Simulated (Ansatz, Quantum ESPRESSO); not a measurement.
**Equation of state of cubic perovskite SrTiO3**

How stiff is cubic perovskite SrTiO3 under hydrostatic load? Each row relaxes cell and atoms at a set pressure. The symmetry of the cell is held, so distortions that would lower it, which this phase may prefer, aren't tested. The phase is followed to these pressures whether or not it stays the stable one.

Calculated with Quantum ESPRESSO 7.5, PBEsol, GBRV 1.5 ultrasoft potentials, cutoff 680 eV, Fermi–Dirac smearing 0.02 eV, k-mesh 7×7×7, no spin polarisation, no spin-orbit coupling.

Reference cell, relaxed at zero pressure with PBEsol (Pm-3m): a = 3.8916 Å, b = 3.8916 Å, c = 3.8916 Å, α = 90.00°, β = 90.00°, γ = 90.00°.

```
atom       x       y       z
  Sr  0.0000  0.0000  0.0000
  Ti  0.5000  0.5000  0.5000
   O  0.5000  0.5000  0.0000
   O  0.5000  0.0000  0.5000
   O  0.0000  0.5000  0.5000
```

```csv
V (Å³/atom),V/V0,P (GPa),E − E0 (meV/atom)
12.0569,1.0229,−4.005,3.1
11.4926,0.9750,4.995,4.9
11.0003,0.9333,14.997,35.8
10.7913,0.9155,19.976,58.9
10.4248,0.8844,29.971,116.3
```

V0 = 11.7870 Å³ an atom, where the residual pressure P0 is +0.012 GPa. **Question.** Fit the Birch–Murnaghan law and give the pressure and the energy at V = 11.2322 Å³ an atom, a row left out above.

With the Eulerian strain f = ½[(V0/V)^(2/3) − 1] and F = (P − P0)/[3f(1 + 2f)^(5/2)], the third-order law is the line F = B0 + (3/2) B0 (B′ − 4) f.

| f | F (GPa) |
| --- | --- |
| 0.04266 | 190.77 |
| 0.03030 | 189.57 |
| 0.02356 | 188.93 |
| 0.00850 | 187.28 |
| −0.00749 | 185.65 |

A straight line through the 5 rows: the means are 0.01951 for f and 188.44 for F, Σ(Δx)² = 0.001519 and ΣΔxΔy = 0.1562, so the slope is 0.1562/0.001519 = 102.84 and the intercept 188.44 − (102.84)(0.01951) = 186.43.

Hence B0 = 186.4 GPa and B′ = 4 + (102.8)/(1.5 × 186.4) = 4.37. For the withheld volume f = 0.01633, F = 188.11 GPa and P = 10.00 GPa. The run itself gives 10.00 GPa, so the estimate misses by 0.00 GPa, a rounding's worth.

Integrating the same law gives E − E0 = (9/2) B0 V0 f²[1 + (B′ − 4) f] + P0(V0 − V), with 1 GPa Å³ = 6.2415 meV: 16.6 meV an atom. The run itself gives 17.4 meV, so the estimate misses by 0.8 meV; the fitted rows themselves lie up to 2.1 meV off the law.

The same fit over all rows at other levels or in other programs gives B0 = 186 GPa with PBEsol (Ansatz).

Measured volume: 11.912 Å³ an atom (doi:10.1007/s002690000103), so V0 is −1.1 % off. A stiffness follows the volume as d ln B/d ln V = −B′, which moves B0 by about −5 % when it is taken at the measured volume.

Measured bulk modulus: 177 GPa (arxiv:2303.03473), against 186 GPa here (+5 %).

The calculation is for a static lattice, while measurements hold thermal and zero-point motion.

[Logs are printed without paths, hosts, clocks, repeated set-up lines and the standing remarks that a program may print on its own settings, such as how far it seeks lower states.]
